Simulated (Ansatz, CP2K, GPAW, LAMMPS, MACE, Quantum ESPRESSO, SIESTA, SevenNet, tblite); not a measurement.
# SIESTA runs on amorphous Si0.9Ge0.1 (94 atoms)

How do the settings of SIESTA change the result for amorphous Si0.9Ge0.1 (94 atoms)? A plane-wave run serves as the yardstick.

Method: the method is named at each step, in SIESTA 5.4.2.

## (1) The structure

The cell holds 94 atoms: 85 Si and 9 Ge. Cell: a = 12.402 Å, b = 12.402 Å, c = 12.402 Å, α = 90.0°, β = 90.0°, γ = 90.0°. 94 atoms (85 Si, 9 Ge) placed at random at 2.65 g/cm³, melted at 3500 K for 10 ps at fixed volume with the Tersoff potential (Tersoff, Phys. Rev. B 39, 5566 (1989)). Quenched from 3500 K to 700 K at 3 K/ps and fixed volume, held 5 ps.

The yardstick, on the same geometry:

| Property | Result |
| --- | --- |
| method | Kohn-Sham DFT, PBE, PAW, plane waves (Ansatz 0.2.0); cutoff 420 eV, Γ point, fermi-dirac smearing of 0.05 eV; PAW set soft_2 |
| r.m.s. force component | 0.7519 eV/Å |
| longest force | 2.567 eV/Å |
| pressure | 1.79 GPa |
| SCF cycles | 11 |
| time | 11 s on 8 threads of Arm Neoverse V2, shared host |
| CPU time | 83 s |

## (2) PBE, DZP, shift 0.01 Ry, mesh 300 Ry

Method: Kohn-Sham DFT, PBE, PseudoDojo 0.4.1 norm-conserving pseudopotentials (converted to PSML), numerical atomic orbitals (DZP), diagonalisation.

The .psml files are PseudoDojo norm-conserving potentials that we converted to this format, checked against plane waves on the same files for H, C, O, Si, Ge and Ca alone.

input.fdf

```
SystemLabel cell
NumberOfAtoms 94
NumberOfSpecies 2
%block ChemicalSpeciesLabel
  1 14 Si
  2 32 Ge
%endblock ChemicalSpeciesLabel
LatticeConstant 1.0 Ang
%block LatticeVectors
  12.40220 0.00000 0.00000
  0.00000 12.40220 0.00000
  0.00000 0.00000 12.40220
%endblock LatticeVectors
PAO.BasisSize DZP
PAO.EnergyShift 0.01 Ry
XC.Functional GGA
XC.Authors PBE
MeshCutoff 300 Ry
%block kgrid_Monkhorst_Pack
  1 0 0 0.0
  0 1 0 0.0
  0 0 1 0.0
%endblock kgrid_Monkhorst_Pack
SolutionMethod diagon
OccupationFunction FD
ElectronicTemperature 580 K
SCF.Mixer.Method Pulay
SCF.Mixer.Weight 0.05
SCF.Mixer.History 8
SCF.Mix Hamiltonian
MaxSCFIterations 300
SCF.DM.Tolerance 1e-04
SCF.H.Tolerance 1.0e-3 eV
WriteForces T
Write.HirshfeldPop T
Write.VoronoiPop T
Write.DM F
Write.H F
XML.Write F
AtomicCoordinatesFormat Fractional
%block AtomicCoordinatesAndAtomicSpecies
  0.35700 0.55571 0.19102 1
  0.98309 0.88063 0.83932 1
  0.58666 0.78048 0.87200 1
  0.00745 0.78620 0.40178 1
  0.30427 0.78337 0.35892 1
  0.23376 0.41074 0.96876 1
  0.12200 0.73948 0.13605 1
  0.79206 0.46293 0.55514 1
  0.23129 0.21866 0.53449 1
  0.20544 0.63774 0.28372 1
  0.03679 0.16913 0.19044 1
  0.26117 0.98945 0.89007 1
  0.06998 0.03809 0.91495 1
  0.89021 0.31298 0.92779 1
  0.21797 0.36590 0.67911 1
  0.41191 0.76980 0.77334 1
  0.95249 0.35331 0.38298 1
  0.55807 0.72076 0.59057 1
  0.03911 0.01222 0.09199 1
  0.40036 0.18719 0.65501 1
  0.05574 0.91796 0.52788 1
  0.66698 0.08739 0.92591 1
  0.47945 0.81507 0.35458 1
  0.57215 0.89156 0.19759 1
  0.68048 0.69498 0.72492 1
  0.07239 0.51160 0.98105 1
  0.90990 0.50653 0.87475 1
  0.62839 0.37408 0.78622 1
  0.19658 0.28071 0.83975 1
  0.81401 0.62932 0.97037 1
  0.50413 0.51770 0.30710 1
  0.74121 0.23142 0.83118 1
  0.68571 0.23754 0.36740 1
  0.94201 0.75218 0.21580 1
  0.16765 0.91724 0.17282 1
  0.08397 0.48657 0.61239 1
  0.55750 0.65907 0.41370 1
  0.64798 0.56470 0.04905 1
  0.25423 0.69197 0.53134 1
  0.45173 0.38272 0.42233 1
  0.10655 0.46266 0.31627 1
  0.09695 0.74028 0.78586 1
  0.43514 0.02054 0.13641 1
  0.37865 0.49610 0.88909 1
  0.69363 0.29481 0.54308 1
  0.77972 0.07453 0.36706 1
  0.70663 0.92833 0.84763 1
  0.69822 0.52013 0.23502 1
  0.17520 0.82672 0.63459 1
  0.31968 0.07268 0.43655 1
  0.51172 0.35170 0.61661 1
  0.10226 0.61065 0.45751 1
  0.54199 0.29331 0.09609 1
  0.79014 0.35482 0.27166 1
  0.49492 0.13995 0.98392 1
  0.40365 0.71299 0.09291 1
[... 34 atom lines left out ...]
  0.34897 0.16272 0.83894 2
  0.88934 0.27753 0.12806 2
  0.83495 0.75520 0.47341 2
  0.57493 0.74633 0.05611 2
%endblock AtomicCoordinatesAndAtomicSpecies
```

On the command line:

```console
$ OMP_NUM_THREADS=1 mpirun -np 2 siesta < input.fdf > output.txt
```

What it wrote:

```text
Version         : 5.4.2
reinit: System Name:
reinit: System Label: cell
initatom: Reading input for the pseudopotentials and atomic orbitals ----------
Species number:   1 Atomic number:   14 Label: Si
Species number:   2 Atomic number:   32 Label: Ge
Ground state valence configuration (from tables):   3s02  3p02  3d00  4f00
Ground state valence configuration (from tables):   4s02  4p02  4d00  4f00
---- Processing specs for species: Si
GGA--PBE XC_GGA_X_PBE--XC_GGA_C_PBE pb
---- Processing specs for species: Ge
GGA--PBE XC_GGA_X_PBE--XC_GGA_C_PBE pb
Semicore shell(s) with 10 electrons included in the valence for Ge
Semicore shell(s): 3d
Fallback to non-perturbative polarization scheme for Ge
Please see the manual if this is not desired in principle
Si pseudopotential only contains V_ls up to l=2 -- lmxkb reset.
Ge pseudopotential only contains V_ls up to l=2 -- lmxkb reset.
Using PAO.SplitTailNorm
%block ChemicalSpeciesLabel
    1   14 Si                      # Species index, atomic number, species label
    2   32 Ge                      # Species index, atomic number, species label
%endblock ChemicalSpeciesLabel
%block PAO.Basis                 # Define Basis set
Si                    2                    # Species label, number of l-shells
 n=3   0   2                         # n, l, Nzeta
   5.392      3.847
   1.000      1.000
 n=3   1   2 P   1                   # n, l, Nzeta, Polarization, NzetaPol
   6.844      4.952
   1.000      1.000
Ge                    4                    # Species label, number of l-shells
 n=4   0   2                         # n, l, Nzeta
   5.264      3.748
   1.000      1.000
 n=4   1   2                         # n, l, Nzeta
   6.996      5.083
   1.000      1.000
 n=3   2   1                         # n, l, Nzeta
   2.782
   1.000
 n=4   2   1                         # n, l, Nzeta
   6.996
   1.000
%endblock PAO.Basis
coor:   Atomic-coordinates input format  =     Fractional
siesta: System type = bulk
initatomlists: Number of atoms, orbitals, and projectors:     94  1267  1692
siesta: ******************** Simulation parameters ****************************
Total number of electrons:   466.000000
Total ionic charge:   466.000000
 Kpoints in:            1 . Kpoints trimmed:            1
siesta: k-grid: Number of k-points = 1
siesta: k-points from Monkhorst-Pack grid
siesta: k-cutoff (effective) =     6.201 Ang
siesta: k-point supercell and displacements
siesta: k-grid:     1     0     0      0.000
siesta: k-grid:     0     1     0      0.000
siesta: k-grid:     0     0     1      0.000
                     ====================================
                        Single-point calculation
                     ====================================
outcell: Unit cell vectors (Ang):
       12.402200    0.000000    0.000000
        0.000000   12.402200    0.000000
        0.000000    0.000000   12.402200
outcell: Cell vector modules (Ang)   :   12.402200   12.402200   12.402200
outcell: Cell angles (23,13,12) (deg):     90.0000     90.0000     90.0000
outcell: Cell volume (Ang**3)        :   1907.6390
Gamma-point calculation with multiply-connected orbital pairs
Gamma-point calculation with multiply-connected orbital pairs
Folding of H and S implicitly performed
Folding of H and S implicitly performed
new_DM -- step:     1
Initializing Density Matrix...
Attempting to read DM from file... Failed...
DM filled with atomic data:
InitMesh: MESH = 144 x 144 x 144 = 2985984
InitMesh: Mesh cutoff (required, used) =   300.000   372.589 Ry
stepf: Fermi-Dirac step function
        iscf     Eharris(eV)        E_KS(eV)     FreeEng(eV)     dDmax    Ef(eV) dHmax(eV)
   scf:    1   -31532.771002   -31606.301877   -31606.509720  1.654953 -4.409458  6.744459
   scf:    2   -31611.469702   -31609.258838   -31609.478346  0.015982 -4.412652  4.539388
   scf:    3   -31612.245093   -31611.107560   -31611.336175  0.015334 -4.412837  2.560427
   scf:    4   -31612.375481   -31611.858954   -31612.091080  0.007768 -4.406714  1.476134
   scf:    5   -31612.336963   -31612.140415   -31612.374919  0.006562 -4.397861  0.927192
   scf:    6   -31612.317483   -31612.243368   -31612.477388  0.006750 -4.389644  0.726877
[...]
scf:   19   -31612.308299   -31612.308291   -31612.547122  0.000034 -4.370697  0.002320
   scf:   20   -31612.308294   -31612.308293   -31612.547123  0.000042 -4.370683  0.001115
   scf:   21   -31612.308294   -31612.308293   -31612.547123  0.000024 -4.370666  0.000443
SCF Convergence by DM+H criterion
max |DM_out - DM_in|         :     0.0000239377
max |H_out - H_in|      (eV) :     0.0004425985
SCF cycle converged after 21 iterations
Using DM_out to compute the final energy and forces
siesta: E_KS(eV) =           -31612.3083
siesta: E_KS - E_eggbox =    -31612.3083
siesta: Atomic forces (eV/Ang):
     1   -0.197952   -0.859072    0.249651
     2    0.009516    0.288159    0.336614
     3   -0.336658    0.679866   -2.045626
     4    0.368512   -1.234232   -0.626813
     5   -2.257027    0.230145    1.179477
     6   -0.139121   -0.438849   -0.069680
[...]
92    1.168955    0.234716   -0.936290
    93   -0.604182   -0.349852   -0.358315
    94    1.937678    0.495851    0.810960
----------------------------------------
   Tot    0.000522   -0.003305   -0.000635
----------------------------------------
   Max    2.532698
   Res    0.791687    sqrt( Sum f_i^2 / 3N )
----------------------------------------
   Max    2.532698    constrained
Stress tensor Voigt[x,y,z,yz,xz,xy] (kbar):      -34.62      -17.12      -18.91      -17.12        6.82       -9.03
(Free)E + p*V (eV/cell)   -31584.5107
Target enthalpy (eV/cell)   -31612.5471
siesta: Program's energy decomposition (eV):
siesta: Ebs     =     -6161.633218
siesta: Eions   =     38363.589055
siesta: Ena     =      5674.305514
siesta: Ekin    =     19958.036152
siesta: Enl     =    -10182.781992
siesta: DEna    =       195.966604
siesta: DUscf   =        12.582292
siesta: Ex      =     -8186.597842
siesta: Ec      =      -720.229965
siesta: Exc     =     -8906.827807
siesta: Eharris =    -31612.308294
siesta: Etot    =    -31612.308293
siesta: FreeEng =    -31612.547123
siesta: Final energy (eV):
siesta:  Band Struct. =   -6161.633218
siesta:       Kinetic =   19958.036152
siesta:       Hartree =   11163.007239
siesta:         Exch. =   -8186.597842
siesta:         Corr. =    -720.229965
siesta:   Exch.-corr. =   -8906.827807
siesta:  Ion-electron =  -41157.660340
siesta:       Ion-ion =  -12668.863537
siesta:         Total =  -31612.308293
siesta:         Fermi =      -4.370666
siesta: Stress tensor (static) (eV/Ang**3):
siesta:    -0.021606   -0.005639    0.004257
siesta:    -0.005639   -0.010684   -0.010684
siesta:     0.004257   -0.010684   -0.011801
siesta: Cell volume =       1907.638996 Ang**3
siesta: Pressure (static):
siesta:                Solid            Molecule  Units
siesta:           0.00016007          0.00013971  Ry/Bohr**3
siesta:           0.01469690          0.01282742  eV/Ang**3
siesta:          23.54702605         20.55179490  kBar
    Orbital volume contribution        =          71.527593 eV
    (Free)E + p_basis*V_orbitals       =      -31541.019530 eV
    (Free)Eharris+ p_basis*V_orbitals  =      -31541.019531 eV
Hirshfeld Atomic Populations:
Atom #   charge [q] valence [e]  Species
     1     0.010390    3.989610  Si
     2    -0.012714    4.012714  Si
     3    -0.000425    4.000425  Si
     4     0.019463    3.980537  Si
     5    -0.007599    4.007599  Si
     6    -0.029907    4.029907  Si
[...]
86     0.040705   13.959295  Ge
    87     0.032269   13.967731  Ge
    88     0.056096   13.943904  Ge
    89     0.051127   13.948873  Ge
    90     0.033560   13.966440  Ge
    91     0.040490   13.959510  Ge
[...]
--------------------
 Total     0.000008
Voronoi Atomic Populations:
Atom #   charge [q] valence [e]  Species
[...]
83     0.013756    3.986244  Si
    84    -0.001457    4.001457  Si
    85     0.003681    3.996319  Si
[...]
92     0.026255   13.973745  Ge
    93     0.039221   13.960779  Ge
    94     0.022942   13.977058  Ge
--------------------
 Total     0.000008
```

It took 5 min on 2 MPI ranks of Arm Neoverse V2, shared host; peak memory 2.4 GiB; 9.9 min of CPU time.

Banners, paths, timers and routine set-up lines are dropped from the logs unmarked, and long logs keep their key lines alone; longer cuts are marked.

Compared with the plane-wave run:

```yaml
r_m_s_force_component: 0.7917 eV/Å
r_m_s_difference_of_force_components: 63.32 meV/Å
longest_difference_of_force_vectors: 227.1 meV/Å
force_difference_over_r_m_s_force: 8.421 %
slope_of_forces_against_the_reference_s: 1.051
correlation_of_force_components: 0.998
pressure: 2.355 GPa
pressure_difference: 0.5652 GPa
```

Length of the force difference by element (eV/Å):

```csv
element,atoms,mean,most
Ge,9,0.15,0.22
Si,85,0.093,0.23
```

A closer look about Ge92, which has 5 bonded neighbours where the commonest count for Ge is 4: 9 atoms, nearest first, numbered in the order of the input, with positions taken from that point.

```csv
atom,x,y,z,distance (Å),bonds,Hirshfeld charge (e),Fx,Fy,Fz (eV/Å)
Ge92,0.00,0.00,0.00,0.00,5,0.04,1.17,0.23,-0.94
Si54,-1.23,0.96,1.78,2.37,4,0.00,0.33,1.00,0.55
Si11,1.83,-1.34,0.77,2.40,4,0.00,0.32,0.22,0.94
Si14,0.01,0.44,-2.48,2.52,4,0.03,-0.41,0.40,-0.47
Si83,1.38,2.14,0.28,2.57,4,0.01,0.33,0.78,0.07
Ge88,-2.21,-1.29,-0.31,2.57,4,0.06,-0.69,-0.82,-0.37
Si17,0.78,0.94,3.16,3.39,4,-0.01,-0.04,0.09,-0.40
Si84,0.90,-1.43,2.99,3.44,4,0.00,0.46,-0.61,0.13
Si19,1.86,-3.29,-0.45,3.80,4,-0.02,-0.71,0.52,0.22
```

Forces lie 8.4 % from the reference's, at 7.2 times its CPU time (on 2 against 8 cores).

## (3) PBE, SZP, shift 0.01 Ry, mesh 300 Ry

Method: Kohn-Sham DFT, PBE, PseudoDojo 0.4.1 norm-conserving pseudopotentials (converted to PSML), numerical atomic orbitals (SZP), diagonalisation.

Changes to input.fdf since step 2:

```diff
@@ -13,3 +13,3 @@
 %endblock LatticeVectors
-PAO.BasisSize DZP
+PAO.BasisSize SZP
 PAO.EnergyShift 0.01 Ry
```

On the command line:

```console
$ OMP_NUM_THREADS=1 siesta < input.fdf > output.txt
```

What it wrote:

```text
Version         : 5.4.2
reinit: System Name:
reinit: System Label: cell
initatom: Reading input for the pseudopotentials and atomic orbitals ----------
Species number:   1 Atomic number:   14 Label: Si
Species number:   2 Atomic number:   32 Label: Ge
Ground state valence configuration (from tables):   3s02  3p02  3d00  4f00
Ground state valence configuration (from tables):   4s02  4p02  4d00  4f00
---- Processing specs for species: Si
GGA--PBE XC_GGA_X_PBE--XC_GGA_C_PBE pb
---- Processing specs for species: Ge
GGA--PBE XC_GGA_X_PBE--XC_GGA_C_PBE pb
Semicore shell(s) with 10 electrons included in the valence for Ge
Semicore shell(s): 3d
Fallback to non-perturbative polarization scheme for Ge
Please see the manual if this is not desired in principle
[... lines left out ...]
Total number of electrons:   466.000000
[... lines left out ...]
stepf: Fermi-Dirac step function
        iscf     Eharris(eV)        E_KS(eV)     FreeEng(eV)     dDmax    Ef(eV) dHmax(eV)
[... lines left out ...]
SCF Convergence by DM+H criterion
[... lines left out ...]
SCF cycle converged after 20 iterations
[... lines left out ...]
   Max    3.043376
[... lines left out ...]
   Max    3.043376    constrained
Stress tensor Voigt[x,y,z,yz,xz,xy] (kbar):      -79.60      -63.05      -65.61      -17.54        6.06      -10.98
[... lines left out ...]
siesta: DEna    =       314.449045
siesta: DUscf   =        12.367189
siesta: Ex      =     -8147.590485
siesta: Ec      =      -724.832870
siesta: Exc     =     -8872.423354
siesta: Eharris =    -31579.269820
siesta: Etot    =    -31579.269815
siesta: FreeEng =    -31579.506919
siesta: Final energy (eV):
siesta:  Band Struct. =   -6236.790565
siesta:       Kinetic =   19822.257906
siesta:       Hartree =   11045.312453
siesta:         Exch. =   -8147.590485
siesta:         Corr. =    -724.832870
siesta:   Exch.-corr. =   -8872.423354
siesta:  Ion-electron =  -40905.553283
siesta:       Ion-ion =  -12668.863537
siesta:         Total =  -31579.269815
siesta:         Fermi =      -4.520443
siesta: Stress tensor (static) (eV/Ang**3):
siesta:    -0.049680   -0.006856    0.003780
siesta:    -0.006856   -0.039351   -0.010945
siesta:     0.003780   -0.010945   -0.040950
siesta: Cell volume =       1907.638996 Ang**3
siesta: Pressure (static):
siesta:                Solid            Molecule  Units
siesta:           0.00047189          0.00045262  Ry/Bohr**3
siesta:           0.04332725          0.04155801  eV/Ang**3
siesta:          69.41791551         66.58327705  kBar
    Orbital volume contribution        =          58.497403 eV
    (Free)E + p_basis*V_orbitals       =      -31521.009516 eV
    (Free)Eharris+ p_basis*V_orbitals  =      -31521.009520 eV
Hirshfeld Atomic Populations:
Atom #   charge [q] valence [e]  Species
     1     0.009136    3.990864  Si
     2    -0.016414    4.016414  Si
     3     0.000756    3.999244  Si
[...]
86     0.044592   13.955408  Ge
    87     0.043824   13.956176  Ge
    88     0.061850   13.938150  Ge
[...]
--------------------
 Total     0.000000
Voronoi Atomic Populations:
Atom #   charge [q] valence [e]  Species
[...]
84    -0.005505    4.005505  Si
    85     0.004434    3.995566  Si
[...]
93     0.046012   13.953988  Ge
    94     0.036273   13.963727  Ge
--------------------
 Total     0.000000
```

The job ended after 6.9 min (1 thread; peak memory 1.8 GiB).

Numbers from this run, and their distance from the reference:

* r.m.s. force component: 0.9256 eV/Å
* r.m.s. difference of force components: 261.7 meV/Å
* longest difference of force vectors: 991.5 meV/Å
* force difference over r.m.s. force: 34.81 %
* slope of forces against the reference's: 1.197
* correlation of force components: 0.9725
* pressure: 6.942 GPa
* pressure difference: 5.152 GPa

This is a coarse setting, run to see what it loses.

Against the first run (8.4 %), the force difference from the reference is 35 %, at 0.69 times the CPU time (on 1 against 2 cores), with 891 basis functions against 1267: the smaller basis costs accuracy.

## (4) PBE, DZP, shift 0.01 Ry, mesh 150 Ry

Method: Kohn-Sham DFT, PBE, PseudoDojo 0.4.1 norm-conserving pseudopotentials (converted to PSML), numerical atomic orbitals (DZP), diagonalisation.

Changes to input.fdf since step 3:

```diff
@@ -13,3 +13,3 @@
 %endblock LatticeVectors
-PAO.BasisSize SZP
+PAO.BasisSize DZP
 PAO.EnergyShift 0.01 Ry
@@ -17,3 +17,3 @@
 XC.Authors PBE
-MeshCutoff 300 Ry
+MeshCutoff 150 Ry
 %block kgrid_Monkhorst_Pack
```

On the command line:

```console
$ OMP_NUM_THREADS=1 mpirun -np 2 siesta < input.fdf > output.txt
```

What it wrote:

```text
Version         : 5.4.2
reinit: System Name:
reinit: System Label: cell
initatom: Reading input for the pseudopotentials and atomic orbitals ----------
Species number:   1 Atomic number:   14 Label: Si
Species number:   2 Atomic number:   32 Label: Ge
Ground state valence configuration (from tables):   3s02  3p02  3d00  4f00
[... lines left out ...]
        iscf     Eharris(eV)        E_KS(eV)     FreeEng(eV)     dDmax    Ef(eV) dHmax(eV)
[... lines left out ...]
SCF Convergence by DM+H criterion
[... lines left out ...]
SCF cycle converged after 21 iterations
[... lines left out ...]
   Max    2.528200
[... lines left out ...]
   Max    2.528200    constrained
Stress tensor Voigt[x,y,z,yz,xz,xy] (kbar):      -35.01      -17.50      -19.28      -17.13        6.83       -9.04
[... lines left out ...]
siesta: FreeEng =    -31612.874305
[... lines left out ...]
siesta:         Fermi =      -4.371017
[... lines left out ...]
siesta:           0.01493601          0.01304556  eV/Ang**3
siesta:          23.93012154         20.90128527  kBar
    Orbital volume contribution        =          71.527593 eV
    (Free)E + p_basis*V_orbitals       =      -31541.346712 eV
    (Free)Eharris+ p_basis*V_orbitals  =      -31541.346714 eV
Hirshfeld Atomic Populations:
Atom #   charge [q] valence [e]  Species
     1     0.010394    3.989606  Si
     2    -0.012704    4.012704  Si
     3    -0.000359    4.000359  Si
[...]
86     0.040304   13.959696  Ge
    87     0.031595   13.968405  Ge
    88     0.055593   13.944407  Ge
[...]
--------------------
 Total     0.000008
Voronoi Atomic Populations:
Atom #   charge [q] valence [e]  Species
[...]
84     0.000171    3.999829  Si
    85     0.003399    3.996601  Si
[...]
93     0.038628   13.961372  Ge
    94     0.027909   13.972091  Ge
--------------------
 Total    -0.000001
```

Run time: 1.8 min. Hardware: 2 MPI ranks; peak memory 1.1 GiB; 3.6 min of CPU time.

Against the reference:

* r.m.s. force component: 0.7913 eV/Å
* r.m.s. difference of force components: 62.47 meV/Å
* longest difference of force vectors: 222.4 meV/Å
* force difference over r.m.s. force: 8.308 %
* slope of forces against the reference's: 1.05
* correlation of force components: 0.998
* pressure: 2.393 GPa
* pressure difference: 0.6035 GPa
* energy less the same-level run's: -3.481 meV/atom
* r.m.s. force difference from the same-level run: 1.697 meV/Å

This is a coarse setting, run to see what it loses.

Against the first run (8.4 %), the force difference from the reference is 8.3 %, at 0.36 times the CPU time: the change moves forces by 1.7 meV/Å r.m.s., so most of the difference comes from elsewhere.

(Continued in part 2 of 2.)

[Also dropped from logs without a mark: logging warnings of Python, and SIESTA's first energy breakdown and zero terms.]

[Logs are printed without paths, hosts, clocks, repeated set-up lines and the standing remarks that a program may print on its own settings, such as how far it seeks lower states.]

[Hosts, paths, dates, database ids (printed as entryN), source tags and the programs' standing remarks are cut or masked in the printed files.]
